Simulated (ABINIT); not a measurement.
## WSe2 (P6_3/mmc): G0W0 with ABINIT, start to end

How does a plane-wave GW calculation on WSe2 (P6_3/mmc) run from the first input to the gap?

Program: ABINIT 10.8.3. Level of theory: PBE and many-body steps on it, plane waves. Results are calculated unless marked as measured.

The database entry behind the starting cell differs from later determinations by our own check (a about 0.2 % long), so it need not match the best structure at ambient conditions.

## (1) Starting point

Symmetry: P6_3/mmc, No. 194, hexagonal system. Conventional cell: a = 3.290 Å, b = 3.290 Å, c = 12.970 Å, α = 90.00°, β = 90.00°, γ = 120.00°. Nearest to W lie 6 Se at 2.53 Å. Se has 3 W at 2.53 Å nearest. Farther neighbours and most contacts between anions are not listed.

The cell and positions come from the Crystallography Open Database and are kept as given unless a step says otherwise. Spin-orbit coupling is left out unless a step names it.

## (2) Ground state

This step: ABINIT 10.8.3; DFT, PBE, plane waves, norm-conserving pseudopotentials.

The ground-state density comes first.

Contents of run.abi:

```
acell 3*1.0 Angstrom
rprim 
  3.290000000028 -0.000000000007 0.000000000000
  -1.645000000008 2.849223578479 0.000000000000
  0.000000000000 0.000000000000 12.970000000000
ntypat 2
znucl 74 34
natom 6
typat 1 1 2 2 2 2
xred 
  0.333333333333 0.666666666667 0.250000000000
  0.666666666667 0.333333333333 0.750000000000
  0.333333333333 0.666666666667 0.621000000000
  0.666666666667 0.333333333333 0.121000000000
  0.333333333333 0.666666666667 0.879000000000
  0.666666666667 0.333333333333 0.379000000000
pp_dirpath "pseudos"
pseudos "W.upf, Se.upf"
ecut 58
ngkpt 6 6 2
nshiftk 1
shiftk 0 0 0
kptopt 1
chksymbreak 0
nband 69
occopt 1
tolvrs 1e-08
nstep 60
prtwf 0
optforces 0
optstress 0
indata_prefix "in"
outdata_prefix "out"
tmpdata_prefix "tmp"
```

Command:

```bash
> OMP_NUM_THREADS=1 mpirun -n 4 abinit run.abi > log
```

Numbers of over 12 decimals in the logs are rounded to 6 here.

The log of the run:

```text
.Version 10.8.3 of ABINIT. v10.8.2 released Aug 2026.

 Symmetries : space group P6_3/m m c (#194); Bravais hP (primitive hexag.)
================================================================================
 Values of the parameters that define the memory need of the present run
     intxc =       0    ionmov =       0      iscf =       7    lmnmax =       8
     lnmax =       8     mgfft =     180  mpssoang =       4    mqgrid =    8403
     natom =       6  nloc_mem =       1    nspden =       1   nspinor =       1
    nsppol =       1      nsym =      24    n1xccc =    2501    ntypat =       2
    occopt =       1   xclevel =       2
-    mband =          69        mffmem =           1         mkmem =           4
       mpw =       17347          nfft =      364500          nkpt =          14
================================================================================
  Rough estimation (10% accuracy) of disk space for files :
================================================================================

--------------------------------------------------------------------------------
------------- Echo of variables that govern the present computation ------------
--------------------------------------------------------------------------------
 -outvars: echo values of preprocessed input variables --------
            acell      1.8897261259E+00  1.8897261259E+00  1.8897261259E+00 Bohr

      chksymbreak           0
             ecut      5.80000000E+01 Hartree
-          fftalg         312

              ixc     -101130
              kpt      0.00000000E+00  0.00000000E+00  0.00000000E+00
                       1.66666667E-01  0.00000000E+00  0.00000000E+00
                       3.33333333E-01  0.00000000E+00  0.00000000E+00
                       5.00000000E-01  0.00000000E+00  0.00000000E+00
                       1.66666667E-01  1.66666667E-01  0.00000000E+00
                       3.33333333E-01  1.66666667E-01  0.00000000E+00
                       3.33333333E-01  3.33333333E-01  0.00000000E+00
                       0.00000000E+00  0.00000000E+00  5.00000000E-01
                       1.66666667E-01  0.00000000E+00  5.00000000E-01
                       3.33333333E-01  0.00000000E+00  5.00000000E-01
                       5.00000000E-01  0.00000000E+00  5.00000000E-01
[...]
kptrlatt        6    0    0      0    6    0      0    0    2
          kptrlen      3.73031937E+01
P           mkmem           4
            natom           6
            nband          69
            ngfft          45      45     180
             nkpt          14
            nstep          60
             nsym          24
           ntypat           2
              occ      2.000000  2.000000  2.000000  2.000000  2.000000  2.000000
                       2.000000  2.000000  2.000000  2.000000  2.000000  2.000000
                       2.000000  2.000000  2.000000  2.000000  2.000000  2.000000
                       2.000000  2.000000  2.000000  2.000000  2.000000  2.000000
                       2.000000  2.000000  2.000000  2.000000  2.000000  2.000000
                       2.000000  2.000000  2.000000  2.000000  2.000000  2.000000
                       2.000000  2.000000  2.000000  2.000000  2.000000  2.000000
                       2.000000  2.000000  2.000000  2.000000  2.000000  2.000000
                       2.000000  2.000000  2.000000  2.000000  2.000000  2.000000
                       2.000000  2.000000  2.000000  2.000000  2.000000  2.000000
                       2.000000  2.000000  0.000000  0.000000  0.000000  0.000000
[...]
optforces           0
        optstress           0
            prtwf           0
            rprim      3.2900000000E+00 -7.0000000000E-12  0.0000000000E+00
[...]
spgroup         194

           tolvrs      1.00000000E-08

             xred      3.3333333333E-01  6.6666666667E-01  2.5000000000E-01
[...]
znucl       74.00000   34.00000

================================================================================

 chkinp: Checking input parameters for consistency.

================================================================================
== DATASET  1 ==================================================================
-   mpi_nproc: 4, omp_nthreads: 1 (-1 if OMP is not activated)

--- !DatasetInfo
iteration_state: {dtset: 1, }
dimensions: {natom: 6, nkpt: 14, mband: 69, nsppol: 1, nspinor: 1, nspden: 1, mpw: 17347, }
cutoff_energies: {ecut:  58.0, pawecutdg:  -1.0, }
electrons: {nelect:   1.24000000E+02, charge:   0.00000000E+00, occopt:   1.00000000E+00, tsmear:   1.00000000E-02, }

 Real(R)+Recip(G) space primitive vectors, cartesian coordinates (Bohr,Bohr^-1):
 R(1)=  6.2171990  0.0000000  0.0000000  G(1)=  0.1608441  0.0928634  0.0000000
 R(2)= -3.1085995  5.3842522  0.0000000  G(2)=  0.0000000  0.1857268  0.0000000
 R(3)=  0.0000000  0.0000000 24.5097479  G(3)=  0.0000000  0.0000000  0.0408001
 Unit cell volume ucvol=  8.2046301E+02 bohr^3
 Angles (23,13,12)=  9.00000000E+01  9.00000000E+01  1.20000000E+02 degrees

 getcut: wavevector=  0.0000  0.0000  0.0000  ngfft=  45  45 180
         ecut(hartree)=     58.000   => boxcut(ratio)=   2.06433

--- Pseudopotential description ------------------------------------------------
[...]
--- l  ekb(1:nproj) -->
[...]
pspatm: atomic psp has been read  and splines computed

- Se Generated using ONCVPSP code by D. R. Hamann
- 34.00000  24.00000  171031                  znucl, zion, pspdat
12 -101130 2 -1 1214                          pspcod,pspxc,lmax,lloc,mmax
     nproj     2     2     2     0
  pspatm : epsatm=   25.39064422
         --- l  ekb(1:nproj) -->
[...]
pspatm: atomic psp has been read  and splines computed

   1.54971935E+04                                ecore*ucvol(ha*bohr**3)
--------------------------------------------------------------------------------

_setup2: Arith. and geom. avg. npw (full set) are   17307.181   17307.168

================================================================================

--- !BeginCycle
iteration_state: {dtset: 1, }
solver: {iscf: 7, nstep: 60, nline: 4, wfoptalg: 0, }
tolerances: {tolvrs: 1.00E-08, }

     iter   Etot(hartree)      deltaE(h)  residm     vres2
 ETOT  1  -1496.3491171612    -1.496E+03 2.895E+00 8.091E+02
 ETOT  2  -1504.7322363773    -8.383E+00 4.312E-02 1.665E+03
 ETOT  3  -1504.8550623619    -1.228E-01 6.662E-02 4.677E+02
 ETOT  4  -1504.8631270722    -8.065E-03 4.072E-02 2.266E+02
 ETOT  5  -1504.8748602754    -1.173E-02 5.548E-03 8.238E+00
 ETOT  6  -1504.8754248780    -5.646E-04 8.120E-03 1.199E+00
 ETOT  7  -1504.8754485021    -2.362E-05 2.026E-03 3.856E-02
 ETOT  8  -1504.8754502186    -1.717E-06 1.292E-03 1.505E-03
 ETOT  9  -1504.8754503410    -1.224E-07 1.665E-03 1.180E-05
 ETOT 10  -1504.8754503418    -7.358E-10 4.759E-03 2.650E-06
 ETOT 11  -1504.8754503419    -1.469E-10 1.889E-03 4.529E-08
 ETOT 12  -1504.8754503418     1.176E-10 3.605E-03 7.446E-09

 At SCF step   12       vres2   =  7.45E-09 < tolvrs=  1.00E-08 =>converged.

--- !ResultsGS
iteration_state: {dtset: 1, }
comment   : Summary of ground state results
lattice_vectors:
- [  6.2171990,  -0.0000000,   0.0000000, ]
- [ -3.1085995,   5.3842522,   0.0000000, ]
- [  0.0000000,   0.0000000,  24.5097479, ]
lattice_lengths: [   6.21720,    6.21720,   24.50975, ]
lattice_angles: [ 90.000,  90.000, 120.000, ] # degrees, (23, 13, 12)
lattice_volume:   8.2046301E+02
convergence: {deltae:  1.176E-10, res2:  7.446E-09, residm:  3.605E-03, diffor:  0.000E+00, }
etotal    :  -1.50487545E+03
entropy   :   0.00000000E+00
fermie    :   3.61147283E-01
cartesian_stress_tensor: null
pressure_GPa: null
xred      :
- [  3.3333E-01,   6.6667E-01,   2.5000E-01,  W]
- [  6.6667E-01,   3.3333E-01,   7.5000E-01,  W]
- [  3.3333E-01,   6.6667E-01,   6.2100E-01, Se]
- [  6.6667E-01,   3.3333E-01,   1.2100E-01, Se]
- [  3.3333E-01,   6.6667E-01,   8.7900E-01, Se]
- [  6.6667E-01,   3.3333E-01,   3.7900E-01, Se]
cartesian_forces: null
force_length_stats: {min: null, max: null, mean: null, }

 Integrated electronic density in atomic spheres:
 ------------------------------------------------
 Atom  Sphere_radius  Integrated_density
[...]
================================================================================

 ----iterations are completed or convergence reached----

 Mean square residual over all n,k,spin=   66.756E-07; max=  36.048E-04
 reduced coordinates (array xred) for    6 atoms
[...]
0.666666666667      0.333333333333      0.750000000000
       0.333333333333      0.666666666667      0.621000000000
       0.666666666667      0.333333333333      0.121000000000
       0.333333333333      0.666666666667      0.879000000000
       0.666666666667      0.333333333333      0.379000000000
 rms dE/dt=  0.0000E+00; max dE/dt=  0.0000E+00; dE/dt below (all hartree)
    1       0.000000000000      0.000000000000      0.000000000000
    2       0.000000000000      0.000000000000      0.000000000000
    3       0.000000000000      0.000000000000      0.000000000000
    4       0.000000000000      0.000000000000      0.000000000000
    5       0.000000000000      0.000000000000      0.000000000000
    6       0.000000000000      0.000000000000      0.000000000000

 cartesian coordinates (angstrom) at end:
    1      4e-12     1.899482     3.242500
    2      1.645000     0.949741     9.727500
    3      4e-12     1.899482     8.054370
    4      1.645000     0.949741     1.569370
    5      4e-12     1.899482    11.400630
    6      1.645000     0.949741     4.915630
 length scales=  1.889726125908  1.889726125908  1.889726125908 bohr
              =  1.000000000000  1.000000000000  1.000000000000 angstroms
 prteigrs : about to open file out_EIG
 Fermi (or HOMO) energy (hartree) =   0.36115   Average Vxc (hartree)=  -0.41983
 Eigenvalues (hartree) for nkpt=  14  k points:
 kpt#   1, nband= 69, wtk=  0.01389, kpt=  0.0000  0.0000  0.0000 (reduced coord)
  -7.29039   -7.29039   -7.29039   -7.29039   -5.06693   -5.06693   -5.06693   -5.06693
  -5.06693   -5.06693   -5.06693   -5.06693   -5.06548   -5.06548   -5.06548   -5.06548
  -2.37091   -2.37091   -1.39916   -1.39916   -1.39916   -1.39916   -1.39914   -1.39914
  -1.39913   -1.39913   -1.39792   -1.39792   -1.39791   -1.39791   -1.39788   -1.39788
  -1.39787   -1.39787   -1.39745   -1.39744   -1.39737   -1.39736   -1.05694   -1.05694
  -1.05194   -1.05194   -1.05194   -1.05194   -0.20054   -0.19132   -0.15729   -0.14185
   0.09886    0.13946    0.22806    0.26311    0.26311    0.26375    0.26375    0.30412
   0.30412    0.30615    0.30615    0.32068    0.32183    0.36115    0.45820    0.45846
   0.46005    0.46121    0.46151    0.46584    0.46920
 prteigrs : prtvol=0 or 1, do not print more k-points.

--- !EnergyTerms
iteration_state     : {dtset: 1, }
comment             : Components of total free energy in Hartree
kinetic             :  6.25794027482691E+02
hartree             :  5.72117172781043E+02
xc                  : -1.48629641281263E+02
Ewald energy        : -7.08466026466593E+02
psp_core            :  1.88883512588344E+01
local_psp           : -1.54329264058837E+03
non_local_psp       : -3.21286693528143E+02
total_energy        : -1.50487545034180E+03
total_energy_eV     : -4.09497471313454E+04
band_energy         : -2.52458523383586E+02

== END DATASET(S) ==============================================================
================================================================================

 -outvars: echo values of variables after computation  --------
           etotal     -1.5048754503E+03
            nband          69
             nkpt          14
          spgroup         194
 [... the other variables as echoed above ...]

 Calculation completed.
```

Wall time 5.2 min (4 MPI ranks of Arm Neoverse V1, shared host); peak memory 0.94 GiB; 21 min of CPU time.

Numbers from this step:

```
total energy               : -40949.7471 eV
gap                        : 0.9782 eV
k of the valence top       : 0, 0, 0
k of the conduction bottom : 0.1667, 0.1667, 0
least direct gap           : 1.524 eV
```

The gap is indirect, with the least direct gap 0.55 eV higher.

## (3) Empty states on the mesh, 3×3×1 mesh, 226 bands

The sums over transitions need many empty states on a uniform mesh; this step solves for them.

Changes to run.abi since step 2:

```diff
@@ -19,3 +19,3 @@
 ecut 58
-ngkpt 6 6 2
+ngkpt 3 3 1
 nshiftk 1
@@ -24,9 +24,10 @@
 chksymbreak 0
-nband 69
-occopt 1
-tolvrs 1e-08
+iscf -2
+irdden 1
+istwfk *1
+nband 226
+nbdbuf 20
+tolwfr 1e-09
 nstep 60
-prtwf 0
-optforces 0
-optstress 0
+prtvol 0
 indata_prefix "in"
```

Command:

```bash
> OMP_NUM_THREADS=1 mpirun -n 3 abinit run.abi > log
```

The log of the run:

```text
.Version 10.8.3 of ABINIT. v10.8.2 released Aug 2026.

 Symmetries : space group P6_3/m m c (#194); Bravais hP (primitive hexag.)
[... echo of the input left out ...]
== DATASET  1 ==================================================================
-   mpi_nproc: 3, omp_nthreads: 1 (-1 if OMP is not activated)

--- !DatasetInfo
iteration_state: {dtset: 1, }
dimensions: {natom: 6, nkpt: 3, mband: 226, nsppol: 1, nspinor: 1, nspden: 1, mpw: 17365, }
cutoff_energies: {ecut:  58.0, pawecutdg:  -1.0, }
electrons: {nelect:   1.24000000E+02, charge:   0.00000000E+00, occopt:   1.00000000E+00, tsmear:   1.00000000E-02, }

 Real(R)+Recip(G) space primitive vectors, cartesian coordinates (Bohr,Bohr^-1):
 R(1)=  6.2171990  0.0000000  0.0000000  G(1)=  0.1608441  0.0928634  0.0000000
 R(2)= -3.1085995  5.3842522  0.0000000  G(2)=  0.0000000  0.1857268  0.0000000
 R(3)=  0.0000000  0.0000000 24.5097479  G(3)=  0.0000000  0.0000000  0.0408001
 Unit cell volume ucvol=  8.2046301E+02 bohr^3
 Angles (23,13,12)=  9.00000000E+01  9.00000000E+01  1.20000000E+02 degrees

 getcut: wavevector=  0.0000  0.0000  0.0000  ngfft=  45  45 180
         ecut(hartree)=     58.000   => boxcut(ratio)=   2.06433

--- Pseudopotential description ------------------------------------------------
- W Generated using ONCVPSP code by D. R. Hamann
- 74.00000  14.00000  171031                  znucl, zion, pspdat
12 -101130 3 -1 1396                          pspcod,pspxc,lmax,lloc,mmax
     nproj     2     2     2     2
  pspatm : epsatm=   11.70739509
         --- l  ekb(1:nproj) -->
             0   12.992056    1.844411
             1    9.080024    1.409692
             2    4.470007    0.514403
[...]
pspatm: atomic psp has been read  and splines computed

- Se Generated using ONCVPSP code by D. R. Hamann
- 34.00000  24.00000  171031                  znucl, zion, pspdat
12 -101130 2 -1 1214                          pspcod,pspxc,lmax,lloc,mmax
     nproj     2     2     2     0
  pspatm : epsatm=   25.39064422
         --- l  ekb(1:nproj) -->
[...]
pspatm: atomic psp has been read  and splines computed

--------------------------------------------------------------------------------

================================================================================
 prteigrs : about to open file out_EIG
 Non-SCF case, kpt    1 (  0.00000  0.00000  0.00000), residuals and eigenvalues=
  3.48E-10  3.86E-10  4.87E-10  5.06E-10  6.90E-10  1.61E-10  9.79E-10  8.62E-10
  9.13E-10  9.24E-10  9.63E-10  1.95E-10  1.68E-10  1.64E-10  7.79E-10  2.00E-10
  4.05E-10  4.04E-10  5.34E-10  7.45E-10  6.24E-10  3.48E-10  1.65E-10  7.62E-10
[...]
1.95E-04  2.69E-03
 -7.2904E+00 -7.2904E+00 -7.2904E+00 -7.2904E+00 -5.0669E+00 -5.0669E+00
 -5.0669E+00 -5.0669E+00 -5.0669E+00 -5.0669E+00 -5.0669E+00 -5.0669E+00
 -5.0655E+00 -5.0655E+00 -5.0655E+00 -5.0655E+00 -2.3709E+00 -2.3709E+00
[...]
2.4627E+00  2.4757E+00  2.4780E+00  2.4824E+00  2.4855E+00  2.4914E+00
  2.4914E+00  2.4979E+00  2.5117E+00  2.5117E+00  2.5242E+00  2.5320E+00
  2.5326E+00  2.5477E+00  2.5509E+00  2.5563E+00
 prteigrs : prtvol=0 or 1, do not print more k-points.

--- !ResultsGS
iteration_state: {dtset: 1, }
comment   : Summary of ground state results
lattice_vectors:
- [  6.2171990,  -0.0000000,   0.0000000, ]
- [ -3.1085995,   5.3842522,   0.0000000, ]
- [  0.0000000,   0.0000000,  24.5097479, ]
lattice_lengths: [   6.21720,    6.21720,   24.50975, ]
lattice_angles: [ 90.000,  90.000, 120.000, ] # degrees, (23, 13, 12)
lattice_volume:   8.2046301E+02
convergence: {deltae:  0.000E+00, res2:  0.000E+00, residm:  9.955E-10, diffor:  0.000E+00, }
etotal    :  -1.50487545E+03
entropy   :   0.00000000E+00
fermie    :   3.61147283E-01
cartesian_stress_tensor: null
pressure_GPa: null
xred      :
- [  3.3333E-01,   6.6667E-01,   2.5000E-01,  W]
- [  6.6667E-01,   3.3333E-01,   7.5000E-01,  W]
- [  3.3333E-01,   6.6667E-01,   6.2100E-01, Se]
- [  6.6667E-01,   3.3333E-01,   1.2100E-01, Se]
- [  3.3333E-01,   6.6667E-01,   8.7900E-01, Se]
- [  6.6667E-01,   3.3333E-01,   3.7900E-01, Se]
cartesian_forces: null
force_length_stats: {min: null, max: null, mean: null, }

 Integrated electronic density in atomic spheres:
 ------------------------------------------------
 Atom  Sphere_radius  Integrated_density
[...]
================================================================================

 ----iterations are completed or convergence reached----

 Mean square residual over all n,k,spin=   48.163E-11; max=  99.550E-11
 reduced coordinates (array xred) for    6 atoms
[...]
0.333333333333      0.666666666667      0.879000000000
       0.666666666667      0.333333333333      0.379000000000

 cartesian coordinates (angstrom) at end:
    1      4e-12     1.899482     3.242500
    2      1.645000     0.949741     9.727500
    3      4e-12     1.899482     8.054370
    4      1.645000     0.949741     1.569370
    5      4e-12     1.899482    11.400630
    6      1.645000     0.949741     4.915630
 length scales=  1.889726125908  1.889726125908  1.889726125908 bohr
              =  1.000000000000  1.000000000000  1.000000000000 angstroms
 prteigrs : about to open file out_EIG
 Eigenvalues (hartree) for nkpt=   3  k points:
 kpt#   1, nband=226, wtk=  0.11111, kpt=  0.0000  0.0000  0.0000 (reduced coord)
[...]
2.44954    2.46273    2.46273    2.47565    2.47805    2.48242    2.48547    2.49142
   2.49142    2.49792    2.51167    2.51169    2.52415    2.53205    2.53261    2.54769
   2.55092    2.55629
 prteigrs : prtvol=0 or 1, do not print more k-points.

== END DATASET(S) ==============================================================
================================================================================

 -outvars: echo values of variables after computation  --------
            nband         226
             nkpt           3
          spgroup         194
 [... the other variables as echoed above ...]

 Calculation completed.
```

The job ended after 4.1 min (3 MPI ranks; peak memory 0.54 GiB; 12 min of CPU time).

Numbers from this step:

```yaml
gap: 1.330 eV
k_of_the_valence_top: 0, 0, 0
k_of_the_conduction_bottom: 0.3333, 0.3333, 0
least_direct_gap: 1.524 eV
k_points_computed: 3
lowest_point_of_the_top_converged_band_above_the_valence_top: 55.1085 eV
```

On this mesh the gap is 1.330 eV. The earlier step found 0.978 eV, so this mesh misses an edge.

[end of part 1 of 2]

[Paths, hosts, dates, memory and timing lines, banners, echoed tables and standing remarks are left out of the program output.]

[Logs are printed without paths, hosts, clocks, repeated set-up lines and the standing remarks that a program may print on its own settings, such as how far it seeks lower states.]

[Runs of the session that timed out or met a known fault of the program may be left out.]

[Hosts, paths, dates, database ids (printed as entryN), source tags and the programs' standing remarks are cut or masked in the printed files.]

[G0W0 gaps are taken among the corrected bands and points alone; a level outside them can change the order at an edge.]

[Where Ansatz stands beside ABINIT at settings called matched, ABINIT's density can come from a denser mesh and the files from another edition; pairs whose starting gaps differed by over 0.03 eV were left out, so agreement reads better than it is.]
